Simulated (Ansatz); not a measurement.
**How KF (Carobbiite, Fm-3m) expands on warming**

Wanted: α(T), C_P(T) and B(T) of KF (Carobbiite) in the quasi-harmonic approximation.

What experiment has found for this phase:
- volume expansion coefficient 104.4 1e-6/K and heat capacity C_P per formula unit 49 J/mol/K near room temperature (given in “High-Throughput Prediction of Finite-Temperature Properties using the Quasi-Harmonic Approximation”, 2016, arXiv:1603.06924)
- volume expansion coefficient 95.1 1e-6/K near room temperature (given in “Descriptors for thermal expansion in solids”, 2017, arXiv:1701.03966)

Calculated with Ansatz 0.2.0; DFT RPBE, scalar-relativistic, plane waves, PAW.

This is a report of a sequence of runs, with most program output left out.

### Step 1. The structure

Symmetry: Fm-3m, No. 225, cubic system. Conventional cell: a = 5.344 Å, b = 5.344 Å, c = 5.344 Å, α = 90.00°, β = 90.00°, γ = 90.00°. Nearest to K lie 6 F at 2.67 Å. F has 6 K at 2.67 Å nearest. Farther neighbours and most contacts between anions are not listed.

### Step 2. A first coarse run

Before spending time, one coarse run tells the gap and the pressure of the starting cell.

input.yaml reads:

```yaml
crystal:
  lattice:
    - [0.0, 2.67185, 2.67185]
    - [2.67185, 0.0, 2.67185]
    - [2.67185, 2.67185, 0.0]
  atoms:
    - { symbol: K, position: [0.0, 0.0, 0.0] }
    - { symbol: F, position: [0.5, 0.5, 0.5] }
kpoints:
  mp_grid: { grid: [6, 6, 6] }
hamiltonian:
  xc: rpbe
scf:
  occupations: { method: gaussian, width: 0.1 }
output:
  forces: true
  stress: true
  eigenvalues: true
```

Started as:

```console
$ ansatz run input.yaml --threads 4 --pin off --max-ram 8192MiB --backend cpu --events-out ev --progress --plain --runs-dir out
```

Wall time 0.37 s (4 threads of Arm Neoverse V1, shared host); peak memory 0.26 GiB.

Numbers from this step:

```yaml
pressure: 4.071 GPa
gap_on_the_k_mesh: 6.515 eV
volume_per_atom: 19.07 Å³
```

The start is under 4.1 GPa at this level and looks like an insulator or semiconductor on this mesh.

### Step 3. Finding the static equilibrium

Phonons are second derivatives about a minimum, so cell and atoms are relaxed first, inside the symmetry of the start.

input.yaml, the sections that differ from step 2:

```yaml
kpoints:
  mp_grid: { grid: [8, 8, 8] }
scf:
  occupations: { method: gaussian, width: 0.02 }
relax:
  adjacent_minimum: "off"
  f_tol: 0.005
  max_steps: 80
  cell: { stress_tol: 0.05 }
# crystal, hamiltonian, output: as in step 2
```

The job ended after 2.7 s (4 threads; peak memory 0.3 GiB; 8.6 s of CPU time).

The steps of the relaxation:

```csv
step,energy less that of the first step (eV),largest force component (eV/Å),pressure (GPa),volume (Å³)
1,0.0000,0.0000,4.07,38.15
2,-0.0429,0.0000,-0.45,43.00
3,-0.0444,0.0000,-0.03,42.46
4*,-0.0584,0.0000,0.60,42.46
5,-0.0589,0.0000,0.15,43.22
6,-0.0586,0.0000,0.01,43.47
7*,-0.0603,0.0000,0.03,43.47
```

Relaxation steps marked * repeat the geometry before them on a plane-wave basis chosen anew for their cell, so energy and pressure can jump there.

The run keeps the 48 symmetry operations that it works with, so distortions that break them were not tested.

```
conventional cell, symmetrised  before  after   change
                         a (Å)   5.344  5.582   +4.5 %
                         b (Å)   5.344  5.582   +4.5 %
                         c (Å)   5.344  5.582   +4.5 %
              volume (Å³/atom)   19.07  21.74  +14.0 %
```

Final coordinates:

```cif
data_structure
_symmetry_space_group_name_H-M 'P 1'
_symmetry_Int_Tables_number 1
_cell_length_a 3.9468
_cell_length_b 3.9468
_cell_length_c 3.9468
_cell_angle_alpha 60.000
_cell_angle_beta 60.000
_cell_angle_gamma 60.000
_cell_volume 43.47
loop_
_atom_site_label
_atom_site_type_symbol
_atom_site_fract_x
_atom_site_fract_y
_atom_site_fract_z
_atom_site_occupancy
K1 K 0.00000 0.00000 0.00000 1
F2 F 0.50000 0.50000 0.50000 1
```

Numbers from this step:

```yaml
pressure: 0.02900 GPa
gap_on_the_k_mesh: 5.847 eV
volume_per_atom: 21.74 Å³
```

The relaxation ends with a pressure of 0.03 GPa.

### Step 4. A second relaxation

The relaxation is run once more from where the first one ended, as the script does after a large change of volume or of the gap, with mesh and occupations reviewed.

input.yaml, the sections that differ from step 3:

```yaml
crystal:
  lattice:
    - [0.0, 2.7907747822, 2.7907747822]
    - [2.7907747822, 0.0, 2.7907747822]
    - [2.7907747822, 2.7907747822, 0.0]
  atoms:
    - { symbol: K, position: [0.0, 0.0, 0.0] }
    - { symbol: F, position: [0.5, 0.5, 0.5] }
output:
  forces: true
  stress: true
  eigenvalues: true
  write_density: true
  write_potential: true
  elf: true
  volumetric_format: npy
# kpoints, hamiltonian, scf, relax: as in step 3
```

Wall time 1 s (4 threads); peak memory 0.3 GiB.

Little changed from the start: no atom moved by 0.005 Å and no cell edge by 0.1 %.

This step gave:

```yaml
pressure: 0.02899 GPa
```

ELF in the ac plane of the conventional cell at fractional y = 0.000, with atoms of K and F within 0.2 Å of it. It is the smooth field of the valence electrons, not physical close to the nuclei.

Ten even steps from '0' (0.01) to '9' (0.86), each cell a mean:
```
898217988840599
996115888620389
531001333200024
100000011000000
653003687510146
986117999940389
697129978950488
897128989950488
885016999830378
321001354200023
100000010000001
763003566410157
997116899730499
798217968840698
```
Columns run along a (5.6 Å), rows up along c (5.6 Å), edges of the conventional cell, whose origin can differ from the input's. Atoms in or near the plane, at fractional coordinates: K at (0.00, 0.00), K at (0.50, 0.50), F at (0.50, 0.00), F at (0.00, 0.50).

Electrostatic potential energy in the ac plane of the conventional cell at fractional y = 0.000, with atoms of K and F within 0.2 Å of it. With pseudopotentials it is smooth inside the atoms' cores, unlike the true potential.

Values in eV, 14 rows by 15 columns, each cell a mean:
```
-42 -32  -9   3   7   6 -20 -36 -30  -3   8   5  -2 -22 -40
-24 -13  -1   5   7   8   3  -6  -1   7   8   6   2  -7 -20
  0   2   4   6   7   7   7   7   7   7   7   6   5   3   0
  6   6   6   6   6   6   5   4   5   5   6   6   6   6   6
  7   8   8   7   5   2  -3  -8  -5   0   4   6   7   8   7
-21  -4   8   7   4  -5 -24 -34 -30 -13   1   6   8   4 -16
-39 -24   5   7   2 -13 -37 -43 -41 -24  -2   5   8  -9 -36
-36 -18   6   7   3 -10 -33 -42 -39 -21  -1   6   8  -4 -31
 -6   4   8   7   4  -1 -14 -24 -20  -6   3   6   8   7  -2
  7   8   7   7   6   4   2   0   0   3   5   6   7   7   7
  4   5   6   6   6   6   6   6   6   6   6   6   6   5   5
 -8  -2   3   5   7   8   8   7   7   8   7   6   4   0  -6
-34 -23  -4   4   7   8  -5 -22 -14   4   8   6   1 -14 -31
-43 -36 -12   3   7   4 -26 -39 -35  -7   8   5  -3 -26 -42
```
Columns run along a (5.6 Å; values clipped at the 3rd and 97th percentile), rows up along c (5.6 Å), edges of the conventional cell, whose origin can differ from the input's. Atoms in or near the plane, at fractional coordinates: K at (0.00, 0.00), K at (0.50, 0.50), F at (0.50, 0.00), F at (0.00, 0.50).

Valence density in the ac plane of the conventional cell at fractional y = 0.000, with atoms of K and F within 0.2 Å of it. It is the smooth field of the valence electrons, not physical close to the nuclei.

Ten steps, logarithmic in the rise over the least value, from '0' (0 e/Å³) to '9' (11 e/Å³), each cell a mean:
```
764113798521367
652002455310145
220000121100012
100000111000001
321001343200013
752013676520146
974125777631269
973114777531258
542003565410135
210000222100011
110000011000001
431001233100024
763112576410256
774114799521367
```
Columns run along a (5.6 Å), rows up along c (5.6 Å), edges of the conventional cell, whose origin can differ from the input's. Atoms in or near the plane, at fractional coordinates: K at (0.00, 0.00), K at (0.50, 0.50), F at (0.50, 0.00), F at (0.00, 0.50).

### Step 5. Tight relaxation

The relaxation is repeated with tighter thresholds on force and stress, since phonons are sensitive to what is left; a change of mesh or smearing in the input moves the cell too.

input.yaml, the sections that differ from step 4:

```yaml
scf:
  occupations: { method: fixed }
output:
  forces: true
  stress: true
  eigenvalues: true
relax:
  adjacent_minimum: "off"
  f_tol: 0.001
  max_steps: 60
  cell: { stress_tol: 0.01 }
# crystal, kpoints, hamiltonian: as in step 4
```

It took 1.3 s on 4 threads; peak memory 0.29 GiB.

Little changed from the start: no atom moved by 0.005 Å and no cell edge by 0.1 %.

Numbers from this step:

```yaml
pressure: 0.001521 GPa
gap_on_the_k_mesh: 5.841 eV
volume_per_atom: 21.76 Å³
```

The residual pressure is 0.0015 GPa, small enough for phonons.

### Step 6. An input with a fault

This input was changed on purpose, to see how the program answers.

input.yaml reads:

```yaml
crystal:
  lattice:
    - [0.0, 2.7918995308, 2.7918995308]
    - [2.7918995308, 0.0, 2.7918995308]
    - [2.7918995308, 2.7918995308, 0.0]
  atoms:
    - { symbol: K, position: [0.0, 0.0, 0.0] }
    - { symbol: F, position: [0.5, 0.5, 0.5] }
kpoints:
  mp_grid: { grid: [8, 8, 8] }
hamiltonian:
  xc: rpbe
scf:
  occupations: { method: fixed }
  max_iter: 100
output:
  eigenvalues: true
phonons:
  method: dfpt
  qmesh: [4, 4, 4]
  amplitude: 0.01
  thermal_expansion: {}
```

It took 0.03 s on 4 threads; peak memory 0.031 GiB.

The program refused the input before any cycle.

The program's message: “Error: invalid value for `phonons.amplitude`: set with method: dfpt — a finite-displacement knob (the displacement step); dfpt computes the analytic response in the run's own cell, with no displaced g …”

The fault put into the input: a displacement amplitude under linear response.

### Step 7. Phonons on strained cells

Thermal expansion follows from how the free energy of the vibrations (and of the electrons in a metal) changes with strain, so the program makes strained cells, their phonons and a fit in one run.

Changes to input.yaml since step 6:

```diff
@@ -14,3 +14,2 @@
   occupations: { method: fixed }
-  max_iter: 100
 output:
@@ -20,3 +19,3 @@
   qmesh: [4, 4, 4]
-  amplitude: 0.01
+  temperatures: { t_max: 800.0, t_step: 50 }
   thermal_expansion: {}
```

Run time: 13 min. Hardware: 4 threads; peak memory 1.1 GiB; 51 min of CPU time.

This step gave:

* pressure: 0.004485 GPa
* volume expansion coefficient at 298 K: 198.9 1e-6/K
* C_P at 298 K: 26.81 J/mol-atom/K
* entropy at 298 K: 39.51 J/mol-atom/K
* isothermal bulk modulus at 298 K: 16.58 GPa
* Grüneisen parameter at 298 K: 1.888
* volume at 298 K: 22.92 Å³/atom
* principal linear expansion coefficients at 298 K: 66.29, 66.29, 66.29 1e-6/K

Strained cells of the study; zero-point energy where phonons were solved; the pressures are stresses at a fixed cutoff and can carry an offset from the finite basis. Expansion cells, by row:

| cell | \|a\| (Å) | \|b\| (Å) | \|c\| (Å) | V (Å³/atom) | E - E_lowest (meV/atom) | pressure, compression positive (GPa) | gap (eV) | zero-point energy (meV/atom) |
| --- | --- | --- | --- | --- | --- | --- | --- | --- |
| 1 | 3.948 | 3.948 | 3.948 | 21.76 | 0 | 0.001 | 5.841 | - |
| 2 | 3.98 | 3.98 | 3.98 | 22.29 | 0.851 | -0.513 | 5.728 | - |
| 3 | 3.917 | 3.917 | 3.917 | 21.25 | 0.915 | 0.576 | 5.957 | - |
| 4 | 3.949 | 3.949 | 3.949 | 21.77 | 0 | -0.008 | 5.839 | 25.45 |
| 5 | 3.969 | 3.969 | 3.969 | 22.1 | 0.353 | -0.337 | 5.768 | 24.83 |
| 6 | 3.991 | 3.991 | 3.991 | 22.48 | 1.573 | -0.686 | 5.687 | 24.12 |
| 7 | 4.034 | 4.034 | 4.034 | 23.22 | 6.079 | -1.268 | 5.54 | 22.8 |
| 8 | 4.078 | 4.078 | 4.078 | 23.97 | 13.28 | -1.765 | 5.397 | 21.49 |
| 9 | 4.122 | 4.122 | 4.122 | 24.76 | 22.95 | -2.187 | 5.259 | 20.18 |
| 10 | 4.166 | 4.166 | 4.166 | 25.56 | 34.9 | -2.542 | 5.124 | 18.84 |
| 11 | 3.91 | 3.91 | 3.91 | 21.13 | 1.396 | 0.719 | 5.984 | - |
| 12 | 3.929 | 3.929 | 3.929 | 21.45 | 0.339 | 0.343 | 5.911 | - |
| 13 | 4.199 | 4.199 | 4.199 | 26.18 | 45.15 | -2.768 | 5.026 | - |
| 14 | 4.188 | 4.188 | 4.188 | 25.98 | 41.67 | -2.697 | 5.058 | 18.15 |

Quasi-harmonic; a, b, c are the run's own cell vectors. Expansion, by row:

| T (K) | a (Å) | b (Å) | c (Å) | alpha (deg) | beta (deg) | gamma (deg) | cell volume (Å³/cell) | alpha_a (1e-6/K) | alpha_b (1e-6/K) | alpha_c (1e-6/K) | alpha_V (1e-6/K) | C_P (J/mol-atom/K) | C_V (J/mol-atom/K) | S (J/mol-atom/K) | B_T (GPa) | B_S (GPa) | Grueneisen | extrapolation | fit error (1e-6/K) |
| --- | --- | --- | --- | --- | --- | --- | --- | --- | --- | --- | --- | --- | --- | --- | --- | --- | --- | --- | --- |
| 0 | 3.967 | 3.967 | 3.967 | 60 | 60 | 60 | 44.13 | 0 | 0 | 0 | 0 | 0 | 0 | 0 | 21.77 | 21.77 | - | 0 | 0 |
| 50 | 3.968 | 3.968 | 3.968 | 60 | 60 | 60 | 44.17 | 18.84 | 18.84 | 18.84 | 56.51 | 9.374 | 9.328 | 4.168 | 21.49 | 21.6 | 1.732 | 0 | 0.1 |
| 100 | 3.974 | 3.974 | 3.974 | 60 | 60 | 60 | 44.38 | 39.52 | 39.52 | 39.52 | 118.6 | 18.82 | 18.43 | 14.08 | 20.65 | 21.09 | 1.776 | 0 | 0.6 |
| 150 | 3.983 | 3.983 | 3.983 | 60 | 60 | 60 | 44.68 | 48.87 | 48.87 | 48.87 | 146.6 | 22.54 | 21.69 | 22.52 | 19.72 | 20.49 | 1.793 | 0 | 0.86 |
| 200 | 3.993 | 3.993 | 3.993 | 60 | 60 | 60 | 45.03 | 55.02 | 55.02 | 55.02 | 165.1 | 24.44 | 23.06 | 29.29 | 18.74 | 19.87 | 1.819 | 0 | 0.69 |
| 250 | 4.005 | 4.005 | 4.005 | 60 | 60 | 60 | 45.42 | 60.52 | 60.52 | 60.52 | 181.6 | 25.73 | 23.74 | 34.88 | 17.7 | 19.18 | 1.851 | 0 | 0.32 |
| 298.1 | 4.017 | 4.017 | 4.017 | 60 | 60 | 60 | 45.83 | 66.29 | 66.29 | 66.29 | 198.9 | 26.81 | 24.11 | 39.51 | 16.58 | 18.44 | 1.888 | 0 | 1.13 |
| 300 | 4.018 | 4.018 | 4.018 | 60 | 60 | 60 | 45.85 | 66.53 | 66.53 | 66.53 | 199.6 | 26.85 | 24.12 | 39.67 | 16.54 | 18.41 | 1.89 | 0 | 1.17 |
| 350 | 4.032 | 4.032 | 4.032 | 60 | 60 | 60 | 46.34 | 74.19 | 74.19 | 74.19 | 222.6 | 28.03 | 24.35 | 43.9 | 15.19 | 17.48 | 1.937 | 0 | 2.3 |
| 400 | 4.048 | 4.048 | 4.048 | 60 | 60 | 60 | 46.89 | 85.44 | 85.44 | 85.44 | 256.3 | 29.52 | 24.5 | 47.73 | 13.52 | 16.29 | 1.997 | 0 | 3.42 |
| 450 | 4.067 | 4.067 | 4.067 | 60 | 60 | 60 | 47.56 | 105.4 | 105.4 | 105.4 | 316.1 | 31.9 | 24.61 | 51.34 | 11.32 | 14.68 | 2.083 | 0 | 3.32 |
| 500 | 4.092 | 4.092 | 4.092 | 60 | 60 | 60 | 48.47 | 157.2 | 157.2 | 157.2 | 471.6 | 37.66 | 24.69 | 54.94 | 7.99 | 12.18 | 2.227 | 0 | 7.2 |

Expansion coefficient against temperature; values in 1e-6/K:

```csv
temperature (K),volume,principal 1
0,0,0
50,56.5,18.8
100,119,39.5
150,147,48.9
200,165,55.0
250,182,60.5
298,199,66.3
300,200,66.5
350,223,74.2
400,256,85.4
450,316,105
500,472,157
```

At 298 K the volume expansion is 199 × 10⁻⁶/K and B_T is 16.6 GPa. The program raised the cutoff to 487.2 eV by itself: with no cutoff typed, the study takes about 1.16 times the default for its relaxations and scales it with the volume for the phonons.

### Step 8. Summary of results

```
settings of these figures                        : RPBE, 487.2 eV, k 8×8×8, q 4×4×4
volume expansion coefficient at 298 K            : 198.9 1e-6/K
C_P at 298 K                                     : 26.81 J/mol-atom/K
entropy at 298 K                                 : 39.51 J/mol-atom/K
isothermal bulk modulus at 298 K                 : 16.58 GPa
Grüneisen parameter at 298 K                     : 1.888
volume at 298 K                                  : 22.92 Å³/atom
principal linear expansion coefficients at 298 K : 66.29, 66.29, 66.29 1e-6/K
```

**Reading.** Near room temperature KF (Carobbiite) expands by 199 × 10⁻⁶/K in volume by RPBE, with C_P = 26.8 J/(mol K) per mole of atoms and B_T = 16.6 GPa. Between 298.15 and 500 K the bulk modulus falls by 52 % and the Grüneisen parameter grows; in this range the quasi-harmonic approximation, which lacks anharmonicity at fixed volume, tends to overshoot. C_P at room temperature is 107 % of the classical 3R an atom; C_V is 97 %, and the rest is expansion work. Above 500 K the study finds no volume of rest, and gives nothing there: the quasi-harmonic free energy has lost its minimum, and the figures just below are already near that breakdown. A measured volume expansion coefficient near room temperature is 104.4 1e-6/K (arXiv:1603.06924); the calculated 199 1e-6/K differs by +90 %. A measured heat capacity per formula unit near room temperature is 49 J/mol/K (arXiv:1603.06924); the calculated 53.6 J/mol/K differs by +9 %. The PAW files were made for PBE and are used here under another functional, for which the program regenerates the frozen cores. The cell of these runs is 14 % larger in volume than the database cell; frequencies and all that rests on them shift with it.

[Logs are printed without paths, hosts, clocks, repeated set-up lines and the standing remarks that a program may print on its own settings, such as how far it seeks lower states.]

[Hosts, paths, dates, database ids (printed as entryN), source tags and the programs' standing remarks are cut or masked in the printed files.]

[A step with changed settings may run another functional than the one named; its input shows which.]
